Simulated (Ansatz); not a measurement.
# The false plateau in GW convergence: SiO2 (P6_422), part 2 of 2

Wanted: the G0W0 gap of SiO2 (P6_422) over a grid of bands and cutoffs.

Ansatz 0.2.0; G0W0 on LDA, plane waves, PAW; PAW set soft_1. Known limits of the many-body steps: not at the basis limit; coarse k mesh.

So far. Step 6 (98 empty bands, screening to 150 eV): The G0W0 gap on the mesh is 8.292 eV.

**7. 512 empty bands, screening to 150 eV**

File input.yaml:

```yaml
crystal:
  lattice:
    - [5.0605222284, 0.0, 0.0]
    - [-2.5302611142, 4.3825408062, 0.0]
    - [0.0, 0.0, 5.54135331]
  atoms:
    - { symbol: Si, position: [0.0, 0.5, 0.33333333] }
    - { symbol: Si, position: [0.5, 0.5, 0.66666667] }
    - { symbol: Si, position: [0.5, 0.0, 0.0] }
    - { symbol: O, position: [0.58278926, 0.79139463, 0.83333333] }
    - { symbol: O, position: [0.79139463, 0.58278926, 0.5] }
    - { symbol: O, position: [0.79139463, 0.20860537, 0.16666667] }
    - { symbol: O, position: [0.41721074, 0.20860537, 0.83333333] }
    - { symbol: O, position: [0.20860537, 0.41721074, 0.5] }
    - { symbol: O, position: [0.20860537, 0.79139463, 0.16666667] }
kpoints:
  mp_grid: { grid: [6, 6, 2] }
hamiltonian:
  xc: lda
  pseudopotentials: { kind: paw, azcp: { folder: soft_1 }, xc_functional: pbe }
scf:
  occupations: { method: fixed }
gw:
  n_empty_bands: 512
  ecut_chi: 150
  qp_bands: [v3, c3]
  qp_kpoints: band_edges
  screening: { model: contour_deformation }
```

Launch:

```
$ ansatz run input.yaml --threads 2 --pin off --max-ram 92160MiB --backend cuda --events-out ev --progress --plain --runs-dir out --devices 1 --max-vram 13GiB
```

Numbers of over 12 decimals in the logs are rounded to 6 here.

Log:

```text
GPUs: using 1 of 1 available (devices: 1).
[...]
GPU FFT provider: cuFFT
GPU libraries: cuBLAS 13.8.2, cuFFT 12.4.0, cuSOLVER 12.3.4
Crystal: 9 atoms, lattice volume = 122.896 Å³
Basis set: ecut = 420 eV, 2449 PW (Γ)
Bands: 33, of which v1, the nominal top of the filled ones, is band 24 counted from 1 (23 counted from 0)
Symmetry: 12 space group operations
[...]
k-points: 14 of 72
[...]
1    23      1.4920   -26.8349     4.0587   -21.1034  0.8023    -0.2043    -0.1807  root
[...]
12    24      1.4339   -26.8086     4.0630   -21.0670  0.8024    -0.2685    -0.2447  root
    12    25      9.7330    -7.2554    -3.5671   -12.5310  0.8557    11.4604    11.4416  root
    12    26      9.7330    -7.2554    -3.5671   -12.5310  0.8557    11.4604    11.4416  root
    12    27     10.3133    -8.0979    -3.6422   -13.5678  0.8499    12.1635    12.1410  root
[key lines of the parts left out:]
SCF converged after 7 iterations
Free energy (F): -5168.068370 eV
Fermi energy:    1.494444 eV
```

Wall time 36 s (1 × NVIDIA H100 80GB HBM3 (shared by 6 runs) with 2 threads of AMD EPYC 7R13 (Zen 3), shared host); peak memory 1.9 GiB; 50 s of CPU time.

The G0W0 gap on the mesh is 8.554 eV.

**8. 910 empty bands, screening to 220 eV**

input.yaml, as its differences from that of step 7:

```diff
@@ -23,4 +23,4 @@
 gw:
-  n_empty_bands: 512
-  ecut_chi: 150
+  n_empty_bands: 910
+  ecut_chi: 220
   qp_bands: [v3, c3]
```

Log:

```text
GPUs: using 1 of 1 available (devices: 1).
[...]
GPU FFT provider: cuFFT
GPU libraries: cuBLAS 13.8.2, cuFFT 12.4.0, cuSOLVER 12.3.4
Crystal: 9 atoms, lattice volume = 122.896 Å³
Basis set: ecut = 420 eV, 2449 PW (Γ)
Bands: 33, of which v1, the nominal top of the filled ones, is band 24 counted from 1 (23 counted from 0)
Symmetry: 12 space group operations
[...]
k-points: 14 of 72
[...]
1    23      1.4920   -26.8349     3.8891   -21.1034  0.7999    -0.3795    -0.3503  root
[...]
12    24      1.4339   -26.8086     3.8930   -21.0670  0.8000    -0.4440    -0.4146  root
    12    25      9.7330    -7.2554    -3.6424   -12.5310  0.8549    11.3833    11.3663  root
    12    26      9.7330    -7.2554    -3.6424   -12.5310  0.8549    11.3833    11.3663  root
    12    27     10.3133    -8.0979    -3.7270   -13.5678  0.8490    12.0764    12.0562  root
[key lines of the parts left out:]
SCF converged after 7 iterations
Free energy (F): -5168.068370 eV
Fermi energy:    1.494444 eV
```

The job ended after 1.7 min (1 × NVIDIA H100 80GB HBM3 (shared by 6 runs) with 2 threads; peak memory 3.2 GiB).

The G0W0 gap on the mesh is 8.669 eV.

**9. 279 empty bands, screening to 300 eV**

input.yaml, as its differences from that of step 8:

```diff
@@ -23,4 +23,4 @@
 gw:
-  n_empty_bands: 910
-  ecut_chi: 220
+  n_empty_bands: 279
+  ecut_chi: 300
   qp_bands: [v3, c3]
```

Log:

```text
GPUs: using 1 of 1 available (devices: 1).
[...]
GPU FFT provider: cuFFT
GPU libraries: cuBLAS 13.8.2, cuFFT 12.4.0, cuSOLVER 12.3.4
Crystal: 9 atoms, lattice volume = 122.896 Å³
Basis set: ecut = 420 eV, 2449 PW (Γ)
Bands: 33, of which v1, the nominal top of the filled ones, is band 24 counted from 1 (23 counted from 0)
Symmetry: 12 space group operations
[...]
k-points: 14 of 72
[...]
1    23      1.4920   -26.8349     4.2176   -21.1034  0.7995    -0.0411    -0.0218  root
[...]
12    24      1.4339   -26.8086     4.2201   -21.0670  0.7997    -0.1071    -0.0875  root
    12    25      9.7330    -7.2554    -3.4628   -12.5310  0.8550    11.5670    11.5458  root
    12    26      9.7330    -7.2554    -3.4628   -12.5310  0.8550    11.5670    11.5458  root
    12    27     10.3133    -8.0979    -3.5313   -13.5678  0.8492    12.2773    12.2519  root
[key lines of the parts left out:]
SCF converged after 7 iterations
Free energy (F): -5168.068370 eV
Fermi energy:    1.494444 eV
```

Wall time 24 s (1 × NVIDIA H100 80GB HBM3 (shared by 6 runs) with 2 threads); peak memory 4.4 GiB; 33 s of CPU time.

The G0W0 gap on the mesh is 8.489 eV.

**10. The grid**

Start LDA, 6×6×2 mesh. Times are wall times on 1 × NVIDIA H100 80GB HBM3 (shared by 6 runs) with 2 threads of AMD EPYC 7R13 (Zen 3), shared host, good to a factor of about two.

```csv
cutoff (eV),plane waves at q = 0,bands summed,gap (eV),Σc valence (eV),Σc conduction (eV),time
50,85,122,8.270,4.45,-3.21,11 s
50,85,536,8.230,4.24,-3.46,30 s
100,279,303,8.373,4.27,-3.29,16 s
100,279,1474,8.417,4.12,-3.40,2.3 min
150,527,122,8.292,4.61,-3.03,16 s
150,527,536,8.554,4.06,-3.32,36 s
220,901,934,8.669,3.89,-3.37,1.7 min
300,1461,303,8.489,4.22,-3.22,24 s
```

**11. Summary of results**

```
122 bands, 50 eV                   : 8.270 eV
536 bands, 50 eV                   : 8.230 eV
303 bands, 100 eV                  : 8.373 eV
1474 bands, 100 eV                 : 8.417 eV
122 bands, 150 eV                  : 8.292 eV
536 bands, 150 eV                  : 8.554 eV
934 bands, 220 eV                  : 8.669 eV
303 bands, 300 eV                  : 8.489 eV
estimated limit along the diagonal : 8.82 eV
mesh and start                     : 6×6×2, LDA
```

**Reading.** At 50 eV, going from 122 to 536 bands moves the gap by −0.04 eV. At 100 eV, going from 303 to 1474 bands moves the gap by +0.04 eV. At 150 eV, going from 122 to 536 bands moves the gap by +0.26 eV. At 122 bands, raising the cutoff from 50 to 150 eV moves it by +0.02 eV. At 536 bands, raising the cutoff from 50 to 150 eV moves it by +0.32 eV. At 303 bands, raising the cutoff from 100 to 300 eV moves it by +0.12 eV. Along the diagonal, where both rise together, the two highest rungs point to 8.82 eV. Gaps are over the mesh's points; an edge off the mesh would be missed. A low cutoff hides what high bands add, so a band series at one cutoff can look settled before the gap is. The 6×6×2 mesh is coarse for this cell (its supercell is 11 Å along the shortest edge). The RPA ε∞ on it, from the LDA start, is 2.28 and 2.30; such meshes misread the long-range screening, most where the gap is narrow.

[Paths, hosts, dates, memory and timing lines, banners, echoed tables and standing remarks are left out of the program output.]

[Logs are printed without paths, hosts, clocks, repeated set-up lines and the standing remarks that a program may print on its own settings, such as how far it seeks lower states.]

[Runs of the session that timed out or met a known fault of the program may be left out.]

[Cells called generated may have been cut or substituted from an entry of the Crystallography Open Database or the Materials Project.]

[Hosts, paths, dates, database ids (printed as entryN), source tags and the programs' standing remarks are cut or masked in the printed files.]
